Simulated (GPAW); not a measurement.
NaPdO2 (C2/m), Na K edge of atom 2, with 4 O at 2.40 Å and 2 O at 2.47 Å (distorted octahedral, site symmetry 2/m). Method: GPAW, LDA, excited-electron core hole (neutral cell), 12-atom cell with 5.5 Å between holes, 7×7×6 k points, dipole transitions, Gaussian full width 0.9 eV up to 4 eV, rising linearly to 3.5 eV at 25 eV.

```xyz
4
Lattice="2.9828 -1.5442 0.0000 2.9828 1.5442 0.0000 -2.3016 0.0000 5.2694" Properties=species:S:1:pos:R:3 pbc="T T T"
Pd    0.0000    0.0000    0.0000
Na    1.8320    0.0000    2.6347
O    -0.1179    0.0000    4.1562
O     3.7820    0.0000    1.1133
```

Energy from the lowest empty level; a common scale on which the isotropic spectrum has a mean of 1 over the first 20 eV.

```
E (eV)  curve 1  curve 2  curve 3
  -2.0     0.00     0.00     0.00
  -1.4     0.00     0.00     0.00
  -0.8     0.00     0.00     0.00
  -0.2     0.03     0.04     0.05
   0.4     0.20     0.24     0.14
   1.0     0.25     0.34     0.14
   1.6     0.05     0.09     0.03
   2.2     0.03     0.03     0.02
   2.8     0.05     0.06     0.06
   3.4     0.08     0.10     0.10
   4.0     0.17     0.39     0.23
   4.6     0.60     1.65     1.22
   5.2     1.18     2.72     2.50
   5.8     1.64     2.61     2.40
   6.4     1.76     1.59     1.48
   7.0     1.22     0.76     0.85
   7.6     0.90     0.83     1.00
   8.2     1.17     1.19     1.34
   8.8     1.96     1.36     1.51
   9.4     2.66     1.33     1.54
  10.0     2.70     1.26     1.55
  10.6     2.14     1.19     1.61
  11.2     1.52     1.17     1.78
  11.8     1.29     1.29     1.97
  12.4     1.43     1.49     1.96
  13.0     1.69     1.62     1.67
  13.6     1.86     1.59     1.28
  14.2     1.76     1.46     0.97
  14.8     1.36     1.29     0.79
  15.4     0.89     1.08     0.68
  16.0     0.57     0.86     0.61
  16.6     0.43     0.68     0.57
  17.2     0.40     0.57     0.55
  17.8     0.40     0.50     0.57
  18.4     0.40     0.46     0.61
  19.0     0.38     0.45     0.67
  19.6     0.36     0.48     0.72
  20.2     0.35     0.56     0.76
  20.8     0.34     0.67     0.77
  21.4     0.35     0.79     0.74
  22.0     0.36     0.87     0.68
  22.6     0.36     0.90     0.59
  23.2     0.37     0.88     0.51
  23.8     0.37     0.82     0.43
  24.4     0.38     0.74     0.38
  25.0     0.40     0.66     0.34
  25.6     0.42     0.58     0.32
  26.2     0.45     0.50     0.30
  26.8     0.48     0.43     0.29
  27.4     0.51     0.38     0.28
  28.0     0.55     0.34     0.29
  28.6     0.59     0.31     0.31
  29.2     0.63     0.30     0.34
  29.8     0.67     0.30     0.37
  30.4     0.71     0.30     0.41
  31.0     0.72     0.31     0.46
  31.6     0.73     0.32     0.50
```

Q: The curves are for the electric vector along different Cartesian axes of the cell as given, averaged over the symmetry-equivalent atoms. Which is which?

Curve 1: along z, main maxima 0.8 eV (0.29), 6.2 eV (1.80), 9.7 eV (2.78) and 13.7 eV (1.87). Curve 2: along y, main maxima 0.8 eV (0.37), 5.4 eV (2.81), 8.9 eV (1.36) and 13.2 eV (1.63). Curve 3: along x, main maxima 0.7 eV (0.17), 5.4 eV (2.62), 12.1 eV (2.00) and 20.6 eV (0.77). A K edge sees empty p states on the absorber. Each direction probes the empty orbitals that point along it. The primitive cell holds an odd number of electrons, so a spin-paired run has to come out metallic; that is right for a metal, but some such compounds are magnetic or distorted insulators. The holes are only 5.5 Å apart, so the shape is probably not converged with cell size; no larger cell was run here.

[Banner, clock and machine lines of the logs are left out without a mark of their own.]

[Logs are printed without paths, hosts, clocks, repeated set-up lines and the standing remarks that a program may print on its own settings, such as how far it seeks lower states.]

[Hosts, paths, dates, database ids (printed as entryN), source tags and the programs' standing remarks are cut or masked in the printed files.]

[Lists of maxima count a maximum above −3 eV only where it reaches 4 % of the highest in the window and stands out from its surroundings by 2 % of it (1.5 % where it reaches 55 %); shoulders and weaker maxima are passed over, and of the rest the first, up to two pre-edge ones and the few strongest are named.]
